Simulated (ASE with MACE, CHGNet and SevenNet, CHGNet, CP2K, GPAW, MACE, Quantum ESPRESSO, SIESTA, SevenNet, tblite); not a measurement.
**Machine-learned potentials on random packing of As (59 atoms): settings against a plane-wave reference**

How do the settings of machine-learned potentials change the result for random packing of As (59 atoms)? A plane-wave run serves as the yardstick.

Calculated with ASE with MACE, CHGNet and SevenNet; the method is named at each step.

## Step 1: Starting point

The cell holds 59 atoms: 59 As. Its edges and angles: a = 11.253 Å, b = 11.253 Å, c = 11.253 Å, α = 90.0°, β = 90.0°, γ = 90.0°. 59 atoms (59 As) packed at random in a cube at 5.15 g/cm³ and pushed apart as soft spheres; a start for melting by ab initio MD, not an equilibrated structure. Then every atom was moved at random, 0.02 Å r.m.s. a Cartesian component.

The yardstick, on the same geometry:

| Item | Value |
| --- | --- |
| method | Kohn-Sham DFT, PBE, SSSP efficiency 1.3.0 pseudopotentials, plane waves (Quantum ESPRESSO 7.5); sssp-pbe-1.3.0-efficiency, cutoffs 45/360 Ry, Γ point |
| r.m.s. force component | 0.7787 eV/Å |
| longest force | 3.688 eV/Å |
| pressure | 0.808 GPa |
| time | 88 s on 4 MPI ranks of Intel Xeon Platinum 8488C (Sapphire Rapids), shared host |
| CPU time | 5.8 min |

## Step 2: MACE MPA-0 medium potential

Method: machine-learned interatomic potential MACE MPA-0 medium, trained on PBE(+U) plane-wave data.

Contents of run.py:

```python
import numpy as np
from ase.io import read
import mlip  # loads the published weights by name

atoms = read("structure.xyz")
atoms.calc = mlip.calc("mace-mpa-0-medium")
energy = atoms.get_potential_energy()
forces = atoms.get_forces()
print(f"energy {energy:.6f} eV")
print("forces (eV/A)")
for i, (a, f) in enumerate(zip(atoms, forces)):
    print(f"{i:4d} {a.symbol:2s} {f[0]:10.5f} {f[1]:10.5f} {f[2]:10.5f}")
stress = -atoms.get_stress(voigt=False) * 160.21766
print("stress (GPa, compression positive)")
for row in stress:
    print(" ".join(f"{x:10.4f}" for x in row))
```

Contents of structure.xyz:

```xyz
59
Lattice="11.25310 0.00000 0.00000 0.00000 11.25310 0.00000 0.00000 0.00000 11.25310" Properties=species:S:1:pos:R:3 pbc="T T T"
As 0.85490 3.66862 4.53838
As 1.78598 9.08361 10.62405
As 0.44045 9.16182 5.38933
As 8.02110 4.59036 8.87611
As 2.64583 1.53256 8.96928
As 10.98370 7.59562 8.47809
As 5.31776 9.16925 8.71733
As 5.62756 10.85677 3.27533
As 9.19705 7.91768 11.19650
As 10.58928 3.03665 7.95853
As 10.33260 5.24012 9.63929
As 10.44659 4.75016 2.94347
As 3.28872 10.63823 9.72707
As 10.44749 2.28145 2.97847
As 5.06356 2.99209 7.42862
As 0.75508 3.82245 0.02543
As 6.77380 8.58713 5.84486
As 4.76884 4.63875 4.92886
As 2.92974 8.63225 8.09132
As 3.49814 4.35720 10.84427
As 10.38740 8.35104 3.39360
As 4.74397 7.47971 0.23215
As 5.92982 3.07570 2.28010
As 2.09454 6.57822 3.28804
As 6.68052 9.33343 0.36865
As 8.14533 1.40191 11.21090
As 7.26658 7.06301 0.93299
As 8.63158 1.49587 6.75704
As 4.65136 1.39055 4.60319
As 7.94728 7.13345 8.49947
As 1.50161 6.00612 0.82575
As 2.86965 9.55805 1.63924
As 7.86344 4.22644 1.27486
As 11.16285 0.83869 5.91350
As 5.38236 0.22821 7.02148
As 2.98939 2.25827 1.91685
As 5.95165 4.66486 10.95095
As 3.87984 7.42907 5.32497
As 2.81733 5.16866 7.00922
As 0.62747 10.66287 0.87493
As 7.87031 9.80955 3.02540
As 7.66854 0.01395 9.17848
As 2.46533 1.54381 6.49045
As 5.23337 6.81634 7.39756
As 10.98381 10.87736 9.41333
As 7.35007 0.37270 5.12950
As 8.08805 2.36776 4.17636
As 4.01893 5.21469 2.17657
As 5.45629 7.97980 2.83893
As 3.68505 10.11024 4.73699
As 2.21078 5.73267 9.42335
As 8.74332 9.13122 7.64254
As 9.41614 0.08969 1.75357
As 0.52507 10.49655 3.34330
As 5.75776 1.92034 0.22416
As 8.40708 6.54424 3.98495
As 8.61369 6.22657 6.51791
As 11.03558 5.52235 5.76271
As 10.50173 2.01172 10.14625
```

Command:

```console
OMP_NUM_THREADS=1 python run.py > output.txt
```

Output:

```text
energy -242.847491 eV
forces (eV/A)
   0 As    0.14168   -0.20675   -0.17007
   1 As   -0.98468   -1.63298    0.18307
   2 As   -0.37464   -0.11393    0.35362
   3 As    0.08257   -0.47533    0.09442
   4 As   -0.32063    0.94532   -0.60473
   5 As   -0.48562   -0.36821    0.15632
   6 As   -0.11062   -0.26021   -0.06138
   7 As   -1.25134   -0.34550   -1.34782
   8 As    0.62906    0.53896   -0.85262
   9 As   -0.14261    0.74283   -0.19126
  10 As   -0.02410    0.18374   -0.10422
  11 As   -0.00382    0.87176   -0.13945
  12 As    1.29597    0.34048   -0.27318
  13 As   -0.49237   -0.69503    0.53780
  14 As   -0.90138   -0.18572   -0.48342
  15 As    0.31454   -0.42179    0.23734
  16 As    0.24553   -0.35559    0.33402
  17 As   -0.32164    0.18100    0.85448
  18 As    0.10043   -0.05258   -0.20282
  19 As   -1.02656   -1.33588    0.74484
  20 As   -0.46040   -0.41407    0.23416
  21 As    0.09356    0.66038    0.44960
  22 As    0.12459    0.00840    1.66977
  23 As   -0.14909   -0.13184   -0.25995
[...]
51 As    0.59508    1.76439   -0.73318
  52 As   -0.35856    0.17613   -0.18047
  53 As    0.49821    0.67994    0.71856
  54 As   -1.20108    0.00981   -0.94896
  55 As    0.00416    0.10040    0.09625
  56 As    0.64862   -1.42973   -2.34198
  57 As    0.44999    0.21715    0.27006
  58 As    0.09577   -0.91481    0.09924
stress (GPa, compression positive)
    0.4920     0.2903     0.0839
    0.2903     1.0571     0.1976
    0.0839     0.1976     0.6734
```

The job ended after 12 s (1 thread of Intel Xeon Platinum 8488C (Sapphire Rapids), shared host; peak memory 0.75 GiB).

Banners, paths, timers and routine set-up lines are dropped from the logs unmarked, and long logs keep their key lines alone; longer cuts are marked.

Numbers from this run, and their distance from the reference:

- r.m.s. force component: 0.7208 eV/Å
- r.m.s. difference of force components: 247.2 meV/Å
- longest difference of force vectors: 828.8 meV/Å
- force difference over r.m.s. force: 31.75 %
- slope of forces against the reference's: 0.878
- correlation of force components: 0.9485
- pressure: 0.7408 GPa
- pressure difference: -0.0672 GPa

Local excerpt of 10 atoms (numbers count through the whole input) about As30, which bears the longest force; x, y, z are measured from there.

```tsv
atom	x	y	z	distance (Å)	bonds	Fx	Fy	Fz (eV/Å)
As30	0.00	0.00	0.00	0.00	3	-1.43	-0.01	3.08
As57	0.67	-0.91	-1.98	2.28	3	0.65	-1.43	-2.34
As52	0.80	2.00	-0.86	2.31	4	0.60	1.76	-0.73
As4	0.07	-2.54	0.38	2.57	2	0.08	-0.48	0.09
As44	-2.71	-0.32	-1.10	2.95	3	0.36	0.09	-0.27
As6	3.04	0.46	-0.02	3.07	2	-0.49	-0.37	0.16
As9	1.25	0.78	2.70	3.07	1	0.63	0.54	-0.85
As17	-1.17	1.45	-2.65	3.25	2	0.25	-0.36	0.33
As11	2.39	-1.89	1.14	3.25	4	-0.02	0.18	-0.10
As7	-2.63	2.04	0.22	3.33	4	-0.11	-0.26	-0.06
```

Atoms are counted from 1 here, from 0 in the log.

Forces lie 32 % from the reference's, at 0.032 times its CPU time (on 1 against 4 cores).

## Step 3: CHGNet r2SCAN potential

Method: machine-learned interatomic potential CHGNet r2SCAN, trained on r2SCAN plane-wave data.

run.py, as its differences from that of step 2:

```diff
@@ -5,3 +5,3 @@
 atoms = read("structure.xyz")
-atoms.calc = mlip.calc("mace-mpa-0-medium")
+atoms.calc = mlip.calc("chgnet-r2scan")
 energy = atoms.get_potential_energy()
```

structure.xyz is that of step 2.

Output:

```text
CHGNet vr2scan initialized with 412,525 parameters
CHGNet will run on cpu
energy -851.870728 eV
forces (eV/A)
   0 As   -0.61731    0.17379   -0.42277
   1 As   -0.36995    0.04532    0.46229
   2 As   -0.45694    0.22930   -0.66559
   3 As    0.39710    0.16659    0.07587
   4 As   -0.02882    0.07771   -0.69292
   5 As   -0.63990   -0.26573    0.29405
   6 As   -0.76040   -0.12964   -0.49795
   7 As   -0.76912   -0.05056   -0.04718
   8 As   -0.32430    0.30988   -0.33693
   9 As   -0.26250    0.16342    0.26892
  10 As   -0.05014   -0.01041   -0.42513
  11 As   -0.04013   -0.23385    0.59640
  12 As    0.50564   -0.13581   -0.53157
  13 As   -0.36995    0.58275    0.62203
  14 As   -0.84060   -0.53499   -0.98438
  15 As    0.35279    0.10512    0.23391
  16 As    0.37118   -0.60543    0.67103
  17 As   -0.22717   -0.04058    0.64863
  18 As    0.55863    0.49653    0.34322
  19 As   -0.32727   -0.49368    0.41159
  20 As    0.12867    0.15407    0.54818
  21 As    0.99451    0.67778    0.87211
  22 As   -0.15506    0.14436    0.09401
  23 As    0.29538   -0.63250   -0.90031
[...]
51 As    0.22726    0.21256   -0.56369
  52 As   -0.48874   -0.03783   -0.04963
  53 As   -0.01614   -0.18816    0.69154
  54 As   -0.28688    0.43114   -0.02743
  55 As    0.45544    0.00018    0.53962
  56 As    0.25620   -0.78292   -1.51117
  57 As    0.14061   -0.05405   -0.16043
  58 As   -0.11143   -0.49474   -0.50361
stress (GPa, compression positive)
   -2.8702     0.0942    -0.3073
    0.0942    -2.6275     0.0624
   -0.3073     0.0624    -2.9343
```

Run time: 4.8 s. Hardware: 1 thread; peak memory 0.57 GiB.

Against the reference:

```yaml
r_m_s_force_component: 0.4496 eV/Å
r_m_s_difference_of_force_components: 669.4 meV/Å
longest_difference_of_force_vectors: 2335 meV/Å
force_difference_over_r_m_s_force: 85.97 %
slope_of_forces_against_the_reference_s: 0.2971
correlation_of_force_components: 0.5147
pressure: -2.811 GPa
pressure_difference: -3.619 GPa
```

Against the first run (32 %), the force difference from the reference is 86 %, at 0.40 times the CPU time; this potential was trained at another functional than the reference's, which explains only part of so large a difference.

## Step 4: SevenNet 0 potential

Method: machine-learned interatomic potential SevenNet 0, trained on PBE(+U) plane-wave data.

run.py, as its differences from that of step 3:

```diff
@@ -5,3 +5,3 @@
 atoms = read("structure.xyz")
-atoms.calc = mlip.calc("chgnet-r2scan")
+atoms.calc = mlip.calc("7net-0")
 energy = atoms.get_potential_energy()
```

structure.xyz is that of step 3.

Output:

```text
energy -249.482040 eV
forces (eV/A)
   0 As    0.03385   -0.27589   -0.09676
   1 As   -0.96176   -1.36201    0.18377
   2 As   -0.44205   -0.04454    0.34780
   3 As    0.20213   -0.16000    0.03593
   4 As   -0.36364    0.90686   -0.54186
   5 As   -0.79969   -0.36655    0.30570
   6 As   -0.17958    0.16902    0.02281
   7 As   -0.86043   -0.59680   -1.22243
   8 As    0.82151    0.30792   -1.01205
   9 As    0.04836    0.64676   -0.15010
  10 As    0.06689    0.50326   -0.17224
  11 As   -0.02106    0.83079    0.12723
  12 As    1.31963    0.11636   -0.45862
  13 As   -0.58212   -0.35793    0.55438
  14 As   -0.96240   -0.38746   -0.66978
  15 As    0.22729   -0.03960    0.51946
  16 As    0.28147   -0.40180    0.27868
  17 As   -0.34888    0.23781    0.85610
  18 As   -0.18633    0.03368   -0.05928
  19 As   -0.51924   -1.38583    0.97733
  20 As   -0.29065   -0.36300    0.20499
  21 As    0.25893    0.32600    0.48556
  22 As   -0.35267    0.12867    1.23903
  23 As   -0.03897   -0.61903   -0.26481
[...]
51 As    0.66608    1.47745   -0.74196
  52 As   -0.37762    0.26204   -0.25019
  53 As    0.19030    0.37553    0.55673
  54 As   -1.00019    0.10388   -0.87306
  55 As    0.31626    0.42196    0.33070
  56 As    0.70995   -1.68885   -2.87693
  57 As    0.18146    0.22034    0.42759
  58 As   -0.32667   -1.11458   -0.37594
stress (GPa, compression positive)
    0.5189     0.2933    -0.0755
    0.2933     0.9750     0.0888
   -0.0755     0.0888     1.0911
```

Wall time 11 s (1 thread); peak memory 0.64 GiB.

Numbers from this run, and their distance from the reference:

* r.m.s. force component: 0.7155 eV/Å
* r.m.s. difference of force components: 305.8 meV/Å
* longest difference of force vectors: 1142 meV/Å
* force difference over r.m.s. force: 39.27 %
* slope of forces against the reference's: 0.845
* correlation of force components: 0.9196
* pressure: 0.8617 GPa
* pressure difference: 0.0537 GPa

Against the first run (32 %), the force difference from the reference is 39 %, at 0.89 times the CPU time.

## Step 5: Side by side

Differences are against the plane-wave reference, forces as r.m.s. over components; share is that over the reference's r.m.s. force, slope the least-squares factor from reference forces to these. Total energies of different programs have different zeros and aren't compared.

```tsv
run	Δ force, r.m.s. (meV/Å)	share (%)	slope	Δ pressure (GPa)	cores	CPU time	memory (GiB)
reference	-	-	-	-	4	5.8 min	2.4
MACE MPA-0 medium potential	247	31.7	0.878	-0.0672	1	11 s	0.75
CHGNet r2SCAN potential	669	86.0	0.297	-3.62	1	4.6 s	0.57
SevenNet 0 potential	306	39.3	0.845	0.0537	1	10 s	0.64
```

Times of the machine-learned potentials are mostly Python's start and the loading of weights.

CPU time is summed over cores on a shared host, where runs went side by side, so it is rough. Symmetry, cutoffs, thresholds, outputs and thread counts weren't matched or tuned between programs; memory under MPI is the largest rank's times the ranks.

## Step 6: What came out

```yaml
nearest_in_forces: MACE MPA-0 medium potential, 32 %
its_cpu_time: 11 s
```

**Reading.** Machine-learned potentials differ by 32 % (MACE MPA-0 medium potential) to 86 % (CHGNet r2SCAN potential); they were trained on other programs' data, some at another functional. Among those trained on PBE data the slope goes as low as 0.84, which softening far from their training structures can give, though the reference's k-sampling is untested too. The reference's pressure holds the uncorrected Pulay stress of its 45 Ry basis, so small pressure differences, and their order, may be the reference's own error. The electron count is odd in QE PBE, sssp-1.3.0-efficiency, 45/360 Ry, and they have no spin polarisation, so the unpaired electron is spread evenly over both spins. Machine-learned potentials mimic data converged in k, so the reference's own k-point error enters their differences. The electronic-structure runs sample only Γ, in a cell whose shortest periodic width is 11 Å, which is coarse for a cell with partly filled levels.

[Also dropped from logs without a mark: logging warnings of Python, and SIESTA's first energy breakdown and zero terms.]

[Logs are printed without paths, hosts, clocks, repeated set-up lines and the standing remarks that a program may print on its own settings, such as how far it seeks lower states.]

[Hosts, paths, dates, database ids (printed as entryN), source tags and the programs' standing remarks are cut or masked in the printed files.]
